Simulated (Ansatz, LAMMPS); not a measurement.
# Aqueous Li+ and Br-, 1.7 mol of salt per kg of water at 280 K (202 atoms): support functions against a reference

Wanted: errors and times of a linear-scaling basis for aqueous Li+ and Br-, 1.7 mol of salt per kg of water at 280 K (202 atoms). A setting counts as converged where the r.m.s. difference of forces stays under 1 % of the r.m.s. force.

Calculated with Ansatz 0.2.0; Kohn-Sham DFT, PBE+D3(BJ), PAW (set soft_2), plane waves.

## Step 1: Starting point

The cell holds 202 atoms: 66 O, 132 H, 2 Li and 2 Br. Cell: a = 12.726 Å, b = 12.726 Å, c = 12.726 Å, α = 90.0°, β = 90.0°, γ = 90.0°. 66 H2O, 2 Li+, 2 Br- placed at random, at 1.1 g/cm³; overlaps pushed apart, then 10 ps at 420 K with Joung-Cheatham ions (J. Phys. Chem. B 112, 9020 (2008)); SPC/E water (Berendsen, Grigera and Straatsma, J. Phys. Chem. 91, 6269 (1987)). Snapshot after 20 ps at 280 K and fixed volume.

What the set-up can't give: The network of contacts between molecules at the start is that of the classical potential that made the cell, and needn't be the one that DFT or experiment would give. The density was typed from a rule of thumb and may lie off the real one at this temperature. Sampling is at Γ alone, for a cell whose shortest periodic width is 13 Å.

## Step 2: The classical run that made the cell

A classical potential supplies the starting structure, since it reaches far longer times than DFT.

This step: classical MD, Joung-Cheatham ions (J. Phys. Chem. B 112, 9020 (2008)); SPC/E water (Berendsen, Grigera and Straatsma, J. Phys. Chem. 91, 6269 (1987)) (LAMMPS 22 Jul 2025 - Update 4).

The input, in.lmp:

```
# aqueous Li+ and Br-, 1.7 mol of salt per kg of water
units real
atom_style full
boundary p p p
bond_style harmonic
angle_style harmonic
dihedral_style opls
improper_style harmonic
special_bonds lj 0 0 0.5 coul 0 0 0.75
read_data data.lmp
neigh_modify delay 0 every 1 check yes one 4000
comm_modify cutoff 12.0
timestep 0.5
thermo_style custom step time temp pe press density
thermo_modify norm yes
# push overlapping molecules apart
pair_style soft 2.6
pair_coeff * * 0.0
variable a equal ramp(1,60)
fix ad all adapt 1 pair soft a * * v_a
velocity all create 420 89318 mom yes dist gaussian
fix lim all nve/limit 0.03
fix lan all langevin 420 420 50 89319 zero yes
thermo 1000
run 3000 post no
unfix ad
pair_style lj/cut/coul/long 9.0
pair_modify mix arithmetic tail yes
pair_coeff 1 1 0.1553 3.1660   # O
pair_coeff 2 2 0.0000 1.0000   # H
pair_coeff 3 3 0.3367 1.4094   # Li
pair_coeff 4 4 0.0270 4.9017   # Br
kspace_style pppm 1.0e-4
thermo 100
# [... 17 lines left out ...]
compute msd all msd com yes
thermo 5000
fix md all nvt temp 280 280 100
run 20000 post no
print "== T280: mean square displacement over the hold $(c_msd[4]:%.2f) A^2"
unfix md
uncompute msd
write_dump all custom T280.dump id type xs ys zs modify sort id
```

Launch:

```bash
lmp -in in.lmp -log none -nocite
```

The log of the run:

```text
LAMMPS (22 Jul 2025 - Update 4)
Reading data file ...
  orthogonal box = (0 0 0) to (12.72565 12.72565 12.72565)
  202 atoms
  orthogonal box = (0 0 0) to (12.72565 12.72565 12.72565)
  132 bonds
  66 angles
   Step          Time           Temp          PotEng         Press         Density
         0   0              420            0.20237635     9358.7176      1.0980001
      1000   500            381.6674       0.79676832     26221.166      1.0980001
      2000   1000           361.92869      0.77194699     41071.022      1.0980001
      3000   1500           384.0193       0.81954267     43831.413      1.0980001
[... 29 lines left out ...]
Loop time of 6.7979 s on 1 MPI rank(s) for 10000 steps with 202 atoms
   Step          Time           Temp          PotEng         Press         Density
[... 4 lines left out ...]
Loop time of 3.35678 s on 1 MPI rank(s) for 5000 steps with 202 atoms
   Step          Time           Temp          PotEng         Press         Density
[... 2 lines left out ...]
     25000   24000          280.72432     -5.844921      -723.19271      1.0980001
     30000   29000          288.93708     -5.7472584     -167.85397      1.0980001
     35000   34000          303.5062      -5.7584105     -1469.3057      1.0980001
     37000   36000          279.97491     -5.7239971      2922.1391      1.0980001
Loop time of 13.1685 s on 1 MPI rank(s) for 20000 steps with 202 atoms
== T280: mean square displacement over the hold 17.22 A^2
```

The job ended after 25 s (1 thread of Arm Neoverse V2, shared host; peak memory 0.081 GiB).

The input also reads data.lmp (atoms, bonds and types; not printed here).

## Step 3: Plane-wave single point

This run is the reference for what follows, at a cutoff of 420 eV.

The input, input.yaml:

```yaml
crystal:
  lattice:
    - [12.72565, 0.0, 0.0]
    - [0.0, 12.72565, 0.0]
    - [0.0, 0.0, 12.72565]
  atoms:
    - { symbol: O, position: [0.97408, 0.981, 0.74019] }
    - { symbol: H, position: [0.89732, 0.99472, 0.74995] }
    - { symbol: H, position: [0.98382, 0.91457, 0.69935] }
    - { symbol: O, position: [0.56878, 0.88453, 0.27831] }
    - { symbol: H, position: [0.56383, 0.81469, 0.24265] }
    - { symbol: H, position: [0.62908, 0.884, 0.3287] }
    - { symbol: O, position: [0.70593, 0.95632, 0.42823] }
    - { symbol: H, position: [0.77478, 0.91955, 0.43728] }
    - { symbol: H, position: [0.71564, 0.03339, 0.44013] }
    - { symbol: O, position: [0.51227, 0.56366, 0.52461] }
    - { symbol: H, position: [0.56519, 0.60715, 0.56312] }
    - { symbol: H, position: [0.54067, 0.54436, 0.45393] }
    - { symbol: O, position: [0.0627, 0.15107, 0.44347] }
    - { symbol: H, position: [0.10966, 0.09748, 0.41034] }
    - { symbol: H, position: [0.01345, 0.1155, 0.49332] }
    - { symbol: O, position: [0.50253, 0.52651, 0.01177] }
    - { symbol: H, position: [0.55872, 0.54822, 0.96131] }
    - { symbol: H, position: [0.43379, 0.52179, 0.97398] }
    - { symbol: O, position: [0.50483, 0.21625, 0.86248] }
    - { symbol: H, position: [0.46419, 0.17277, 0.81116] }
    - { symbol: H, position: [0.50956, 0.29016, 0.83622] }
    - { symbol: O, position: [0.06882, 0.44345, 0.99104] }
    - { symbol: H, position: [0.08097, 0.51282, 0.95617] }
    - { symbol: H, position: [0.13048, 0.39648, 0.97813] }
    - { symbol: O, position: [0.7754, 0.32114, 0.1835] }
    - { symbol: H, position: [0.78262, 0.24311, 0.17766] }
    - { symbol: H, position: [0.81113, 0.35539, 0.12246] }
    - { symbol: O, position: [0.5586, 0.40788, 0.19487] }
    - { symbol: H, position: [0.5445, 0.44615, 0.1277] }
    - { symbol: H, position: [0.62378, 0.36467, 0.1872] }
    - { symbol: O, position: [0.85569, 0.38151, 0.99952] }
    - { symbol: H, position: [0.93274, 0.39604, 0.99435] }
    [... 164 atom lines left out ...]
    - { symbol: H, position: [0.15332, 0.82982, 0.95097] }
    - { symbol: H, position: [0.1986, 0.93401, 0.89132] }
    - { symbol: Li, position: [0.2483, 0.95475, 0.25117] }
    - { symbol: Li, position: [0.21318, 0.39238, 0.29311] }
    - { symbol: Br, position: [0.71364, 0.58186, 0.87587] }
    - { symbol: Br, position: [0.01919, 0.76228, 0.02495] }
kpoints:
  mp_grid: { grid: [1, 1, 1] }
hamiltonian:
  xc: pbe
  dispersion: d3bj
scf:
  occupations: { method: fixed }
output:
  forces: true
  stress: true
  populations: true
  dos:
    method: { smearing: { sigma: 0.15 } }
    de: 0.1
    projected: { site_lists: { Br: [Br], H: [H], Li: [Li], O: [O] } }
  eigenvalues: true
  write_density: true
  write_potential: true
  volumetric_format: npy
```

Launch:

```bash
ansatz run input.yaml --threads 8 --pin off --max-ram 15872MiB --backend cpu --events-out ev --progress --plain --runs-dir out
```

The log of the run:

```text
Engine: ansatz 0.2.0, aarch64-unknown-linux-gnu
Pseudopotentials: kind: paw
Pseudopotential: O, paw, valence charge 6, recommended cutoff 420 eV (normal), O.paw.azcp
Pseudopotential: H, paw, valence charge 1, recommended cutoff 420 eV (normal), H.paw.azcp
Pseudopotential: Li, paw, valence charge 3, recommended cutoff 420 eV (normal), Li.paw.azcp
Pseudopotential: Br, paw, valence charge 7, recommended cutoff 420 eV (normal), Br.paw.azcp
Functional definition: PBE
  parameter kappa = 0.804
  parameter beta = 0.066725
  exchange = pbe_x(kappa = kappa, mu = beta*pi^2/3)
  correlation = pbe_c(beta = beta)
Crystal: 202 atoms, lattice volume = 2060.819 Å³
Basis set: ecut = 420 eV, 40339 PW (Γ), exchange–correlation on 180×180×180 points (8 copies of the dense FFT grid, shifted against one another)
Bands: 476, of which v1, the nominal top of the filled ones, is band 274 counted from 1 (273 counted from 0)
Symmetry: 1 space group operations
Space group: P1 (ITA 1), of the structure as read, at distance tolerance 1.3e-4 Å
k-points: 1
Non-local potential: O, projectors of the file, l = 0: 2, l = 1: 2, l = 2: 1
Non-local potential: H, projectors of the file, l = 0: 2, l = 1: 1
Non-local potential: Li, projectors of the file, l = 0: 3, l = 1: 2, l = 2: 1
Non-local potential: Br, projectors of the file, l = 0: 2, l = 1: 2, l = 2: 2
PAW form: soft (Blöchl's): semilocal exchange-correlation on the pseudo side does not see the compensation charge
PAW one-centre angular grid: O, 110 points (default); XC on 64 Gauss nodes
PAW one-centre angular grid: H, 110 points (default); XC on 64 Gauss nodes
PAW one-centre angular grid: Li, 110 points (default); XC on 64 Gauss nodes
PAW one-centre angular grid: Br, 110 points (default); XC on 64 Gauss nodes
Initial density: superposition of atomic densities (neutral atoms: chi_scale 0, normalization atom), corrected by the library's trained network
Initial wavefunctions: pseudopotential atomic-orbital guess
Functional: x = pbe(κ = 0.804, μ = 0.219515), c = pbe(β = 0.066725)
SCF iter   1: F=—  HF=-45561.123187 eV  |F-HF|=—  |Δ(HF+E_count)|=         —  Δρ=3.19e-3  dr2=3.41e-1  ethr=1.77e-3  ⟨swp⟩=5.0  Hψ=1714  notcnv=0  defer=198
preconditioner: auto → Resta (q_TF=auto, 2.188 Å⁻¹)  ε∞=2.2  [insulator: Δε(μ)=3.646 eV  Ē_g=17.582 eV  n_scr=364 (ndim 8)  ℏωp=19.1 eV  f_vac=0.268  ε∞_Penn≈2.2]
SCF iter   2: F=—  HF=-45560.966254 eV  |F-HF|=—  |Δ(HF+E_count)|=   1.57e-1  Δρ=1.64e-3  dr2=7.78e-2  ethr=6.22e-5  ⟨swp⟩=3.0  Hψ=755  notcnv=0  defer=200
SCF iter   3: F=—  HF=-45560.917170 eV  |F-HF|=—  |Δ(HF+E_count)|=   4.91e-2  Δρ=7.94e-4  dr2=1.97e-2  ethr=1.42e-5  ⟨swp⟩=3.0  Hψ=557  notcnv=0  defer=200
SCF iter   4: F=—  HF=-45560.910649 eV  |F-HF|=—  |Δ(HF+E_count)|=   6.52e-3  Δρ=2.52e-4  dr2=1.40e-3  ethr=3.59e-6  ⟨swp⟩=3.0  Hψ=556  notcnv=0  defer=200
SCF iter   5: F=—  HF=-45560.910610 eV  |F-HF|=—  |Δ(HF+E_count)|=   3.87e-5  Δρ=1.30e-4  dr2=2.78e-4  ethr=2.56e-7  ⟨swp⟩=2.0  Hψ=552  notcnv=0  defer=200
SCF iter   6: F=—  HF=-45560.910566 eV  |F-HF|=—  |Δ(HF+E_count)|=   4.40e-5  Δρ=3.48e-5  dr2=1.91e-5  ethr=5.08e-8  ⟨swp⟩=2.0  Hψ=550  notcnv=0  defer=200
SCF iter   7: F=—  HF=-45560.911077 eV  |F-HF|=—  |Δ(HF+E_count)|=   5.11e-4  Δρ=9.22e-6  dr2=1.59e-6  ethr=3.49e-9  ⟨swp⟩=2.0  Hψ=750  notcnv=0  defer=197
SCF iter   8: F=—  HF=-45560.911078 eV  |F-HF|=—  |Δ(HF+E_count)|=   9.91e-7  Δρ=5.14e-6  dr2=4.19e-7  ethr=2.91e-10  ⟨swp⟩=2.0  Hψ=552  notcnv=0  defer=197
SCF iter   9: F=-45560.911078 eV  HF=-45560.911078 eV  |F-HF|=6.69e-9  |Δ(HF+E_count)|=   2.54e-8  Δρ=1.13e-6  dr2=2.06e-8  ethr=1.82e-11  ⟨swp⟩=21.0  Hψ=4859  notcnv=0
SCF 1 converged in 9 iterations: F = -45560.911078 eV  dr2 = 2.06e-8
  greatest PAW one-centre occupation: 1.000 electrons in one spin orbital (limit 2), on the Li atom at site 199 (counted from 0), in its partial waves of l = 0
WARN: The input density's exchange-correlation potential varies sharply where the density is thin. Do not read a vacuum level from v_tot or v_xc, or from such a field of the output density. On a cell that repeats whose density bears no net charge and no dipole along the vacuum's axis use v_es (v_loc + v_h of the components); [...]
SCF converged after 9 iterations
Free energy (F): -45560.911078 eV
Harris-Foulkes:  -45560.911078 eV  (|F-HF|=6.69e-9)
Internal energy: -45560.911078 eV  (E = F + TS)
E sigma→0 (E₀):  -45560.911078 eV
Fermi energy:    -1.489610 eV
--- Per-component energies (eV) ---
  E_band       = -5293.061169
  E_kinetic    = 13641.331979
  E_local      = -43050.907102  (includes V_loc(G=0)·N_el)
  E_nonlocal   = 3471.273972
  E_hartree    = 15535.464421
  E_xc         = -6542.270739
  E_vxc        = -7892.393558  (∫ρ·V_xc dr)
  E_paw        = -15073.790001  (= ΣΔE_a)
  E_vpaw       = -2533.303192  (= ΣTr[D̂ρ^β])
  E_aug_tail   = 0.011970  (compensation charges beyond the density's cutoff)
  E_ewald      = -13534.580387
  E_disp       = -7.445192  (pairwise vdW)
  E_smearing   = -0.000000  (= −TS)
  E_closure    = 0.000000  (closes the sum)
  Σ components = -45560.911078   (vs F -45560.911078, Δ=0.00e0)
--- Forces (eV/Å), atoms counted from 1 ---
  atom   1  O     -0.69830934    -0.33440450    -0.00100579
  atom   2  H      0.91576250    -0.34276465    -0.38397058
  atom   3  H     -0.68924542     0.75166287     0.57031069
  atom   4  O      0.17815485    -0.66714299     0.06257929
  atom   5  H      0.53861433     0.55188180     0.31637364
  atom   6  H     -0.54892493     0.36273429    -0.26544687
  atom   7  O      0.04624184    -0.50959174     0.16540792
  atom   8  H     -0.34939436     0.50990430     0.03063884
  atom   9  H      0.46677269    -0.46903893    -0.36124294
  atom  10  O     -0.27419825     0.31758829     0.85512688
  atom  11  H     -0.56797043    -1.17224169    -0.96933292
  atom  12  H      0.15149898     0.70137012     0.69767742
  atom  13  O     -0.19372518    -1.08582200     0.10988252
  atom  14  H     -0.76461751     0.47887108     0.87943537
[...]
atom 201  Br     0.33749295    -0.08351768     0.08939161
  atom 202  Br    -0.21532495    -0.13423815     0.01719029
  max |Σ_I F_I| component: 1.37e-5 eV/Å
--- Stress (GPa, compression-positive) ---
       -2.459687       0.417943       0.009645
        0.417943      -2.124005      -0.010859
        0.009645      -0.010859      -1.911025
  P = ⅓ Tr σ = -2.1649 GPa (-21.649 kbar)
--- Band table (eV) ---
  k-point 0: bands = ["-44.2311", "-43.7654", "-22.9351", "-22.0252", [... 460 levels ...], "11.1088", "11.1447", "11.1740", "11.1863", "11.2065", "11.2556", "11.2707", "11.2961", "11.3298", "11.3503", "11.3825", "11.4296"]
--- Löwdin populations: 202 sites ---
  site symbol       q [e]
     0      O      6.7004
     1      H      0.6127
     2      H      0.6111
[...]
201     Br      7.4176
  spilling = 0.010716 (of n_electrons = 548.000000)
```

Run time: 22 s. Hardware: 8 threads of Arm Neoverse V2, shared host; peak memory 3 GiB; 2.7 min of CPU time.

The program notes that the exchange-correlation potential is rough where the density is thin.

Read from the output:

```yaml
free_energy: -45560.9111 eV
free_energy_per_atom: -225.5491 eV/atom
scf_cycles: 9
pressure: -2.165 GPa
r_m_s_force_component: 0.5432 eV/Å
longest_force: 1.809 eV/Å
fermi_energy: -1.49 eV
spacing_of_highest_filled_and_lowest_empty_level: 3.286 eV
spilling_of_the_projection: 0.01072
```

Neighbours are counted within 1.21 Å (H-O), 2.52 Å (O-Li).

Length of the force by element and coordination:

```csv
element,coordination,atoms,mean length of the force (eV/Å),spread,least,most
Br,all,2,0.307,0.0523,0.254,0.359
H,all,132,0.964,0.321,0.114,1.68
Li,all,2,0.256,0.0105,0.245,0.267
O,all,66,0.741,0.299,0.104,1.81
O,2,58,0.747,0.315,0.104,1.81
O,3,8,0.699,0.140,0.535,0.943
```

Löwdin charges by element and coordination (they lack the spilled electrons, 0.029 e an atom on average):

```csv
element,coordination,atoms,mean charge (e),spread,least,most
Br,all,2,-0.419,0.001,-0.420,-0.418
H,all,132,0.385,0.0153,0.339,0.425
Li,all,2,0.781,0.0013,0.780,0.783
O,all,66,-0.693,0.0315,-0.768,-0.611
O,2,58,-0.687,0.0291,-0.768,-0.611
O,3,8,-0.733,0.0141,-0.753,-0.718
```

Density of states as counts of states in windows of 1 eV (from the Fermi level), total and the larger projections:

```
from (eV)  to (eV)  total   O p   H s
      -14      -13    1.3   0.0   0.1
      -13      -10    0.0   0.0   0.0
      -10       -9    2.0   1.4   0.6
       -9       -8   28.4  19.2   8.4
       -8       -7   61.0  41.9  17.9
       -7       -6   40.6  28.3  11.6
       -6       -5   12.1   9.0   1.4
       -5       -4   37.3  29.1   3.6
       -4       -3   54.5  44.8   3.4
       -3       -2   59.5  50.7   1.2
       -2       -1   83.1  77.2   0.5
       -1        0   28.3  27.8   0.1
        0        1    1.3   1.3   0.0
        1        3    0.0   0.0   0.0
        3        4    2.0   0.1   1.2
        4        5   10.0   0.8   5.8
```

With fixed occupations the program's Fermi level is the highest filled level; weight inside the gap is the broadening of levels at its edges.

Between -26 and -14 eV lie 135 more states.

The levels nearest the highest filled one (over half full), pooled over k-points and spins:

```csv
level less the highest filled one (eV),occupation
-0.707,2
-0.625,2
-0.611,2
-0.540,2
-0.506,2
0,2
3.29,0
4.51,0
4.59,0
4.68,0
4.78,0
4.87,0
```

Valence density in the bc plane at fractional x = 0.233, with atoms of O and H and Li within 0.2 Å of it. It is the smooth field of the valence electrons, not physical close to the nuclei.

Values in e/Å³, 13 rows by 16 columns, each cell a mean:
```
0.0 0.0 0.0 0.1 1.7 2.9 0.3 0.0 0.0 0.0 0.0 0.0 0.1 2.0 2.4 0.2
0.0 0.0 0.1 0.4 0.4 0.2 0.0 0.1 0.1 0.0 0.0 0.0 0.1 1.0 1.2 0.2
0.0 0.0 0.2 1.9 0.8 0.1 0.0 0.1 0.7 0.4 0.0 0.0 0.0 0.6 0.5 0.0
0.0 0.0 0.1 0.3 0.4 1.0 0.6 0.3 0.9 0.6 0.1 0.0 0.2 2.5 2.9 0.2
0.0 0.0 0.0 0.0 0.2 2.7 2.3 0.2 0.1 0.1 0.2 0.1 0.2 0.8 0.7 0.1
0.0 0.0 0.0 0.0 0.1 0.6 0.3 0.0 0.0 0.0 0.0 0.1 0.1 0.1 0.0 0.0
0.3 0.0 0.0 0.0 0.0 0.0 0.0 0.0 0.0 0.0 0.4 3.3 1.9 0.2 0.2 1.0
1.1 0.1 0.0 0.0 0.0 0.0 0.0 0.0 0.0 0.0 0.2 1.6 0.8 0.1 0.4 3.0
0.1 0.1 0.0 0.0 0.0 0.1 1.1 0.2 1.0 0.8 0.1 0.0 0.0 0.0 0.1 0.3
0.2 1.7 1.4 0.1 0.0 0.1 1.1 0.3 2.9 2.1 0.1 0.0 0.0 0.1 0.2 2.6
0.2 2.2 1.7 0.1 0.0 0.0 0.0 0.0 0.2 0.1 0.0 0.0 0.0 0.0 0.1 0.2
0.0 0.1 0.1 0.0 0.0 0.0 0.0 0.0 0.0 0.0 0.0 0.0 0.0 0.0 0.0 0.0
0.0 0.0 0.0 0.1 0.9 1.7 0.2 0.0 0.0 0.0 0.0 0.0 0.0 0.1 0.1 0.0
```
Columns run along b (12.7 Å), rows up along c (12.7 Å). Atoms in or near the plane, at fractional coordinates: O at (0.87, 0.71), H at (0.85, 0.78), H at (0.94, 0.48), O at (0.72, 0.46), H at (0.78, 0.50), O at (0.54, 0.27), H at (0.30, 0.70), H at (0.34, 0.58), O at (0.11, 0.21), O at (0.31, 0.98), H at (0.28, 0.91), O at (0.86, 0.92), Li at (0.95, 0.25).

Electrostatic potential energy in the bc plane at fractional x = 0.233, with atoms of O and H and Li within 0.2 Å of it. With pseudopotentials it is smooth inside the atoms' cores, unlike the true potential.

Ten even steps from '0' (-36 eV) to '9' (5 eV), each cell a mean:
```
9999999998300399999999999999998535899
9999999997115799999999999999997000688
9999999987468999999999999999998534668
9999999756889999999999999999999888888
9999998203899999999889999999998338899
9999998756888999998547999999998216899
9999999998723789877768888999986000799
9999999999851016988999758999843314899
9999999999982006999999889999877889999
9999999999983068999999999999989999999
9999999999986589999999999999888999999
9999999999999999999999999844305889747
7999999999999999999999999400057999503
3999999999999999999999999722599999600
6999999999999999999999999988999999843
9999999999999866899988999999999999999
8999999999998622688311589999999999766
6986468999999755798101689999999998412
7960006899999988999867999999999998645
9984248999999999999999999999999999988
9999999999999999999999999999999999999
9999999999999999999999999999999999999
9999999999988999999999999999999999999
9999999999621599999999999999999999999
```
Columns run along b (12.7 Å; values clipped at the 3rd and 97th percentile), rows up along c (12.7 Å). Atoms in or near the plane, at fractional coordinates: O at (0.87, 0.71), H at (0.85, 0.78), H at (0.94, 0.48), O at (0.72, 0.46), H at (0.78, 0.50), O at (0.54, 0.27), H at (0.30, 0.70), H at (0.34, 0.58), O at (0.11, 0.21), O at (0.31, 0.98), H at (0.28, 0.91), O at (0.86, 0.92), Li at (0.95, 0.25).

Mean Löwdin charges: Br -0.42, H +0.39, Li +0.78, O -0.69 e (they miss 1.1 % of the electrons, so they add up to more than the cell's charge). The largest share in the top eV of filled states is O p (99 % of the projected weight), and in the lowest eV of empty states H s (68 % of the projected weight).

[end of part 1 of 2]

[Long decimals in the printed logs are rounded to 6 places.]

[Logs are printed without paths, hosts, clocks, repeated set-up lines and the standing remarks that a program may print on its own settings, such as how far it seeks lower states.]

[Hosts, paths, dates, database ids (printed as entryN), source tags and the programs' standing remarks are cut or masked in the printed files.]
